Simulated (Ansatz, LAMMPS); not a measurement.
# Relaxing amorphous SiO1.8 (101 atoms)

Aim: bring amorphous SiO1.8 (101 atoms) to a nearby minimum of the energy and see what moves.

Program: Ansatz 0.2.0. Level of theory: Kohn-Sham DFT, PBE, PAW (set soft_2), plane waves. Results are calculated unless marked as measured.

## 1. The structure

The cell holds 101 atoms: 36 Si and 65 O. Cell: a = 11.593 Å, b = 11.593 Å, c = 11.593 Å, α = 90.0°, β = 90.0°, γ = 90.0°. 101 atoms (36 Si, 65 O) placed at random at 2.19 g/cm³, melted at 5000 K for 10 ps at fixed volume with the Tersoff Si-O potential (Munetoh et al., Comput. Mater. Sci. 39, 334 (2007)). Quenched from 5000 K to 300 K at 20 K/ps and fixed volume, annealed at 1900 K for 50 ps, held 5 ps, then minimised at fixed cell.

Limits known from the start: The quench rate of 20 K/ps is many orders above laboratory rates, so the cell is likely richer in defects and strain than a real sample. The starting topology of bonds comes from the classical model. The Brillouin zone is sampled at Γ only, in a cell whose shortest periodic width is 12 Å.

## 2. Single point at the start

The forces at the start show how far the geometry lies from a minimum of this functional.

Input file input.yaml:

```yaml
crystal:
  lattice:
    - [11.5928, 0.0, 0.0]
    - [0.0, 11.5928, 0.0]
    - [0.0, 0.0, 11.5928]
  atoms:
    - { symbol: Si, position: [0.9481, 0.22546, 0.44427] }
    - { symbol: Si, position: [0.58813, 0.30476, 0.13126] }
    - { symbol: Si, position: [0.44659, 0.65622, 0.10294] }
    - { symbol: Si, position: [0.21702, 0.76543, 0.21107] }
    [... 91 atom lines left out ...]
    - { symbol: O, position: [0.31775, 0.24181, 0.47754] }
    - { symbol: O, position: [0.75395, 0.08324, 0.74517] }
    - { symbol: O, position: [0.26692, 0.80524, 0.33846] }
    - { symbol: O, position: [0.09188, 0.03902, 0.00725] }
    - { symbol: O, position: [0.88376, 0.54196, 0.3403] }
    - { symbol: O, position: [0.51149, 0.32537, 0.59054] }
kpoints:
  mp_grid: { grid: [1, 1, 1] }
hamiltonian:
  xc: pbe
scf:
  occupations: { method: gaussian, width: 0.05 }
output:
  forces: true
  stress: true
  populations: true
  dos:
    method: { smearing: { sigma: 0.08 } }
    de: 0.1
    projected: { site_lists: { O: [O], Si: [Si] } }
  eigenvalues: true
```

The run is started by

```bash
> ansatz run input.yaml --threads 4 --pin off --max-ram 8192MiB --backend cpu --events-out ev --progress --plain --runs-dir out
```

Run time: 27 s. Hardware: 4 threads of Arm Neoverse V1, shared host; peak memory 1.9 GiB; 1.7 min of CPU time.

Read from the output:

```
free energy                                      : -59822.8159 eV
free energy per atom                             : -592.3051 eV/atom
SCF cycles                                       : 13
pressure                                         : 0.7807 GPa
r.m.s. force component                           : 1.611 eV/Å
longest force                                    : 7.037 eV/Å
Fermi energy                                     : 5.239 eV
gap (highest filled to lowest empty level) : 0.1682 eV
spilling of the projection                       : 0.01439
```

The r.m.s. force component of 1.6 eV/Å and the pressure of 0.78 GPa set the starting point.

Neighbours are counted within 2.16 Å (O-Si), 2.51 Å (Si-Si).

Length of the force by element and coordination:

| element | coordination | atoms | mean length of the force (eV/Å) | spread | least | most |
| --- | --- | --- | --- | --- | --- | --- |
| O | all | 65 | 2.00 | 1.61 | 0.239 | 7.04 |
| O | 2 | 58 | 1.94 | 1.64 | 0.239 | 7.04 |
| O | 3 | 7 | 2.51 | 1.28 | 0.872 | 4.19 |
| Si | all | 36 | 2.85 | 1.35 | 0.765 | 5.92 |
| Si | 3 | 8 | 3.43 | 1.18 | 1.69 | 4.88 |
| Si | 4 | 25 | 2.76 | 1.40 | 0.765 | 5.92 |
| Si | 5 | 3 | 2.04 | 0.595 | 1.27 | 2.72 |

## 3. Relaxation

With the cell held, the atoms are moved downhill towards a nearby minimum.

input.yaml, the sections that differ from step 2:

```yaml
output:
  forces: true
relax:
  f_tol: 0.03
  max_steps: 200
# crystal, kpoints, hamiltonian, scf: as in step 2
```

It took 11 min on 4 threads; peak memory 1.8 GiB; 43 min of CPU time.

The steps of the relaxation (22 of 55):

| step | energy less that of the first step (eV) | largest force component (eV/Å) |
| --- | --- | --- |
| 1 | 0.0000 | 6.3560 |
| 4 | -21.7603 | 2.0358 |
| 6 | -26.4270 | 1.1015 |
| 9 | -29.3209 | 0.6266 |
| 11 | -30.1985 | 0.5107 |
| 14 | -31.0463 | 0.4883 |
| 16 | -31.6130 | 0.6024 |
| 19 | -32.3721 | 0.6645 |
| 22 | -33.0800 | 0.6593 |
| 24 | -33.3141 | 0.9394 |
| 27 | -33.6755 | 0.1453 |
| 29 | -33.7385 | 0.1438 |
| 32 | -33.8932 | 0.5238 |
| 34 | -34.1933 | 0.5052 |
| 37 | -34.5850 | 0.6126 |
| 40 | -35.3425 | 1.1975 |
| 42 | -36.0477 | 0.7747 |
| 45 | -36.4328 | 0.3294 |
| 47 | -36.4987 | 0.1371 |
| 50 | -36.5443 | 0.0633 |
| 52 | -36.5533 | 0.0468 |
| 55 | -36.5565 | 0.0220 |

Relaxation steps 46, 51, 54 were tried and not accepted.

The atoms that moved most (Å):

| atom | dx | dy | dz | length |
| --- | --- | --- | --- | --- |
| Si6 | 2.699 | -2.196 | 0.403 | 3.503 |
| Si23 | 0.797 | -1.220 | -2.339 | 2.756 |
| O51 | -0.216 | 2.420 | -0.328 | 2.452 |
| O57 | 0.080 | -0.393 | 1.621 | 1.670 |
| Si2 | 1.379 | 0.748 | 0.452 | 1.632 |
| O55 | 1.101 | -0.959 | 0.072 | 1.462 |
| Si20 | 0.137 | -0.128 | 1.449 | 1.461 |
| Si24 | -1.355 | -0.368 | 0.239 | 1.424 |

The relaxation changed the energy by -362 meV/atom, and atoms moved by 0.88 Å r.m.s., 3.5 Å at most.

## 4. Structure statistics after relaxation

Bonds before and after, by the cutoffs listed below:

| pair | bonds before | bonds after | mean before (Å) | mean after (Å) | spread before (Å) | spread after (Å) |
| --- | --- | --- | --- | --- | --- | --- |
| O-Si | 137 | 131 | 1.672 | 1.657 | 0.040 | 0.053 |
| Si-Si | 1 | 3 | 2.444 | 2.342 | 0.000 | 0.058 |

Density 2.19 g/cm³, 15.43 Å³ an atom.

Pair distribution functions g(r), in bins of 0.2 Å:

| r (Å) | total | O-O | O-Si | Si-Si |
| --- | --- | --- | --- | --- |
| 1.50 | 0.24 | 0.00 | 0.54 | 0.00 |
| 1.70 | 5.44 | 0.00 | 11.85 | 0.00 |
| 1.90 | 0.14 | 0.00 | 0.31 | 0.00 |
| 2.10 | 0.03 | 0.00 | 0.06 | 0.00 |
| 2.30 | 0.15 | 0.21 | 0.00 | 0.52 |
| 2.50 | 0.88 | 2.08 | 0.00 | 0.15 |
| 2.70 | 1.77 | 4.18 | 0.10 | 0.00 |
| 2.90 | 0.77 | 1.16 | 0.22 | 1.46 |
| 3.10 | 0.94 | 0.46 | 0.66 | 3.50 |
| 3.30 | 0.74 | 0.48 | 0.67 | 1.79 |
| 3.50 | 0.70 | 0.62 | 0.91 | 0.23 |
| 3.70 | 0.92 | 0.56 | 1.34 | 0.56 |
| 3.90 | 0.92 | 0.52 | 1.35 | 0.63 |
| 4.10 | 1.11 | 0.67 | 1.71 | 0.40 |
| 4.30 | 1.18 | 0.92 | 1.48 | 0.92 |
| 4.50 | 0.94 | 1.00 | 0.90 | 0.94 |
| 4.70 | 0.98 | 1.29 | 0.62 | 1.30 |
| 4.90 | 0.97 | 1.44 | 0.66 | 0.59 |
| 5.10 | 1.10 | 1.44 | 0.76 | 1.22 |
| 5.30 | 1.07 | 1.16 | 0.92 | 1.29 |
| 5.50 | 0.94 | 0.77 | 1.02 | 1.23 |
| 5.70 | 0.96 | 0.96 | 0.91 | 1.15 |

Bonds by pair of elements; cutoffs follow the first minimum of g(r), held within bounds set by covalent radii, and pairs that aren't listed don't count as bonded:

| pair A-B | cutoff (Å) | bonds | mean length (Å) | spread (Å) | shortest (Å) | B about A | A about B |
| --- | --- | --- | --- | --- | --- | --- | --- |
| O-Si | 2.08 | 131 | 1.66 | 0.053 | 1.57 | 2.02 | 3.64 |
| Si-Si | 2.51 | 3 | 2.34 | 0.058 | 2.26 | 0.167 | 0.167 |

How many atoms have how many bonded neighbours:

| element | mean | 2 | 3 | 4 | 5 |
| --- | --- | --- | --- | --- | --- |
| O | 2.02 | 64 | 1 | 0 | 0 |
| Si | 3.81 | 3 | 3 | 28 | 2 |

Bond angles (no mean is given where the spread exceeds 20°):

| angle | count | mean (°) | spread (°) |
| --- | --- | --- | --- |
| O-Si-O | 182 | 109 | 10.8 |
| Si-O-Si | 67 | 142 | 15.1 |
| O-Si-Si | 18 | 109 | 14.5 |

Oxygen atoms by the number of network formers (Si, P, Ge, B, Al, As, Ga) bound to them:

| network formers bound to O | O atoms | per cent |
| --- | --- | --- |
| 0 | 0 | 0 |
| 1 | 0 | 0 |
| 2 | 64 | 98.5 |
| 3 | 1 | 1.5 |

Network units: each former by its oxygen neighbours and how many of them bridge to another former:

| former | O neighbours | bridging O | atoms |
| --- | --- | --- | --- |
| Si | 2 | 2 | 3 |
| Si | 3 | 3 | 9 |
| Si | 4 | 4 | 22 |
| Si | 5 | 5 | 2 |

Bond length by coordination (bonds to H left out):

| element | coordination | atoms | mean bond length (Å) |
| --- | --- | --- | --- |
| O | 2 | 64 | 1.65 |
| O | 3 | 1 | 1.85 |
| Si | 2 | 3 | 1.74 |
| Si | 3 | 3 | 1.63 |
| Si | 4 | 28 | 1.69 |
| Si | 5 | 2 | 1.73 |

Rings of the network by King's shortest-path rule, up to 12 atoms, one path for each pair of neighbours; H, halogens, alkali and alkaline-earth atoms are left out, and the last column divides by all other atoms, bonded or not:

| ring size (atoms) | rings | per network atom |
| --- | --- | --- |
| 5 | 1 | 0.01 |
| 6 | 1 | 0.01 |
| 7 | 1 | 0.01 |
| 8 | 6 | 0.059 |
| 9 | 1 | 0.01 |
| 10 | 7 | 0.069 |
| 11 | 6 | 0.059 |
| 12 | 13 | 0.129 |

For some of the pairs, g(r) has its first main peak near 2.7 Å (O-O), 1.6 Å (O-Si) and 3.1 Å (Si-Si). By these cutoffs 98 % of O atoms have 2 and 78 % of Si atoms have 4 bonded neighbours. The O-Si-O angle averages 109° with a spread of 11°. 98 % of the oxygens bridge two formers (Si) and 0 % are non-bridging; 2 % join three. The commonest Si unit has 4 oxygens, 4 of them shared with other formers (22 of 36 atoms). Rings of 12 atoms are the most common (36 % of those counted); sizes run from 5 to 12, where the search stops.

## 5. Single point at the relaxed geometry

The electronic structure is read at the final geometry, in a run of its own.

Input file input.yaml:

```yaml
crystal:
  lattice:
    - [11.5928, 0.0, 0.0]
    - [0.0, 11.5928, 0.0]
    - [0.0, 0.0, 11.5928]
  atoms:
    - { symbol: Si, position: [0.96356, 0.22949, 0.46166] }
    - { symbol: Si, position: [0.70705, 0.36927, 0.17027] }
    - { symbol: Si, position: [0.42203, 0.61927, 0.14824] }
    - { symbol: Si, position: [0.21003, 0.7703, 0.20673] }
    [... 91 atom lines left out ...]
    - { symbol: O, position: [0.3223, 0.21504, 0.52266] }
    - { symbol: O, position: [0.76449, 0.07795, 0.72765] }
    - { symbol: O, position: [0.25026, 0.84957, 0.3145] }
    - { symbol: O, position: [0.07242, 0.02745, 0.01042] }
    - { symbol: O, position: [0.84389, 0.53969, 0.34755] }
    - { symbol: O, position: [0.52742, 0.32103, 0.5957] }
kpoints:
  mp_grid: { grid: [1, 1, 1] }
hamiltonian:
  xc: pbe
scf:
  occupations: { method: gaussian, width: 0.05 }
output:
  forces: true
  stress: true
  populations: true
  dos:
    method: { smearing: { sigma: 0.15 } }
    de: 0.1
    projected: { site_lists: { O: [O], Si: [Si] } }
  eigenvalues: true
  write_density: true
  write_potential: true
  volumetric_format: npy
```

The job ended after 26 s (4 threads; peak memory 1.8 GiB).

The program notes that the exchange-correlation potential is rough where the density is thin.

Numbers from this run:

```
free energy                                      : -59859.3724 eV
free energy per atom                             : -592.6671 eV/atom
SCF cycles                                       : 10
pressure                                         : -1.598 GPa
r.m.s. force component                           : 0.00519 eV/Å
longest force                                    : 0.02299 eV/Å
Fermi energy                                     : 4.194 eV
gap (highest filled to lowest empty level) : 1.924 eV
spilling of the projection                       : 0.01388
```

Löwdin charges by element and coordination (they lack the spilled electrons, 0.073 e an atom on average):

| element | coordination | atoms | mean charge (e) | spread | least | most |
| --- | --- | --- | --- | --- | --- | --- |
| O | all | 65 | -0.771 | 0.02 | -0.793 | -0.699 |
| O | 2 | 64 | -0.772 | 0.0182 | -0.793 | -0.699 |
| O | 3 | 1 | -0.703 | 0 | -0.703 | -0.703 |
| Si | all | 36 | 1.60 | 0.272 | 0.838 | 1.81 |
| Si | 2 | 3 | 0.895 | 0.0414 | 0.838 | 0.933 |
| Si | 3 | 3 | 1.50 | 0.205 | 1.33 | 1.78 |
| Si | 4 | 28 | 1.68 | 0.172 | 1.30 | 1.81 |
| Si | 5 | 2 | 1.71 | 0.0062 | 1.70 | 1.72 |

States in the cell by windows of 1 eV, zero at the Fermi level; the larger projections on atomic orbitals stand beside the total:

| from (eV) | to (eV) | total | O p | Si p | Si s |
| --- | --- | --- | --- | --- | --- |
| -10 | -9 | 23.6 | 16.6 | 3.0 | 2.9 |
| -9 | -8 | 39.2 | 29.7 | 7.6 | 1.0 |
| -8 | -7 | 30.6 | 23.2 | 6.2 | 0.4 |
| -7 | -6 | 38.7 | 30.4 | 5.4 | 0.5 |
| -6 | -5 | 69.2 | 61.0 | 4.6 | 0.4 |
| -5 | -4 | 78.7 | 72.8 | 3.0 | 0.4 |
| -4 | -3 | 59.6 | 56.0 | 1.6 | 0.6 |
| -3 | -2 | 18.3 | 14.3 | 1.7 | 1.6 |
| -2 | -1 | 5.4 | 2.7 | 1.1 | 1.4 |
| -1 | 0 | 1.4 | 0.4 | 0.4 | 0.5 |
| 0 | 1 | 1.2 | 0.2 | 0.2 | 0.6 |
| 1 | 2 | 5.7 | 0.8 | 4.0 | 0.5 |
| 2 | 3 | 10.9 | 1.3 | 4.9 | 2.4 |
| 3 | 4 | 16.8 | 1.8 | 7.8 | 3.1 |
| 4 | 5 | 26.6 | 2.9 | 12.3 | 4.4 |

Between -24 and -10 eV lie 169 more states.

The levels nearest the highest filled one (over half full), pooled over k-points and spins:

| level less the highest filled one (eV) | occupation |
| --- | --- |
| -1.40 | 2 |
| -1.32 | 2 |
| -1.07 | 2 |
| -0.858 | 2 |
| -0.670 | 2 |
| 0 | 2 |
| 1.92 | 0 |
| 2.33 | 0 |
| 2.53 | 0 |
| 2.97 | 0 |
| 3.38 | 0 |
| 3.55 | 0 |

Mean Löwdin charges: O -0.77, Si +1.60 e (they miss 1.4 % of the electrons, so they add up to more than the cell's charge). The largest share in the top eV of filled states is O p (48 % of the projected weight), and in the lowest eV of empty states Si p (67 % of the projected weight).

1 further run on a deliberately doubtful input is not shown.

## 6. Outcome

- energy change in the relaxation: -361.9 meV/atom
- r.m.s. displacement: 0.879 Å
- largest displacement: 3.503 Å
- free energy per atom: -592.6671 eV/atom
- pressure: -1.598 GPa
- r.m.s. force component: 0.00519 eV/Å
- gap (highest filled to lowest empty level): 1.924 eV
- wall time of the 4 DFT runs, those left out included: 12 min

**Reading.** Relaxation lowers the energy by 362 meV/atom and moves atoms by 0.88 Å r.m.s.; the r.m.s. force component goes from 1.6 to 0.0052 eV/Å, the pressure goes from 0.78 to -1.6 GPa, and the gap from 0.168 to 1.92 eV. By the final cutoffs 10 of 138 bonded pairs parted and 6 joined. First to last step the energy falls by 36.556 eV; the largest move, 3.50 Å, is that of Si6. The O-Si bonds go from 1.672 Å (spread 0.040) to 1.657 Å (spread 0.053), and their number from 137 to 131. Counting bonds as in the table, 98 % of O atoms have 2 and 78 % of Si atoms have 4 bonded neighbours. 98 % of the oxygens bridge two formers (Si) and 0 % are non-bridging; 2 % join three. The highest filled and lowest empty levels differ by 1.92 eV (at Γ alone); a semilocal functional tends to put such gaps too low. In a disordered cell it changes from sample to sample, and tail or defect levels can set it.

What to keep in mind: The network of bonds at the start is that of the classical potential that made the cell; in DFT 10 of its 138 bonded pairs passed out of the cutoffs and 6 came within them. The pressure of -1.6 GPa shows the cell to be stretched for this functional.

[Logs are printed without paths, hosts, clocks, repeated set-up lines and the standing remarks that a program may print on its own settings, such as how far it seeks lower states.]

[Hosts, paths, dates, database ids (printed as entryN), source tags and the programs' standing remarks are cut or masked in the printed files.]
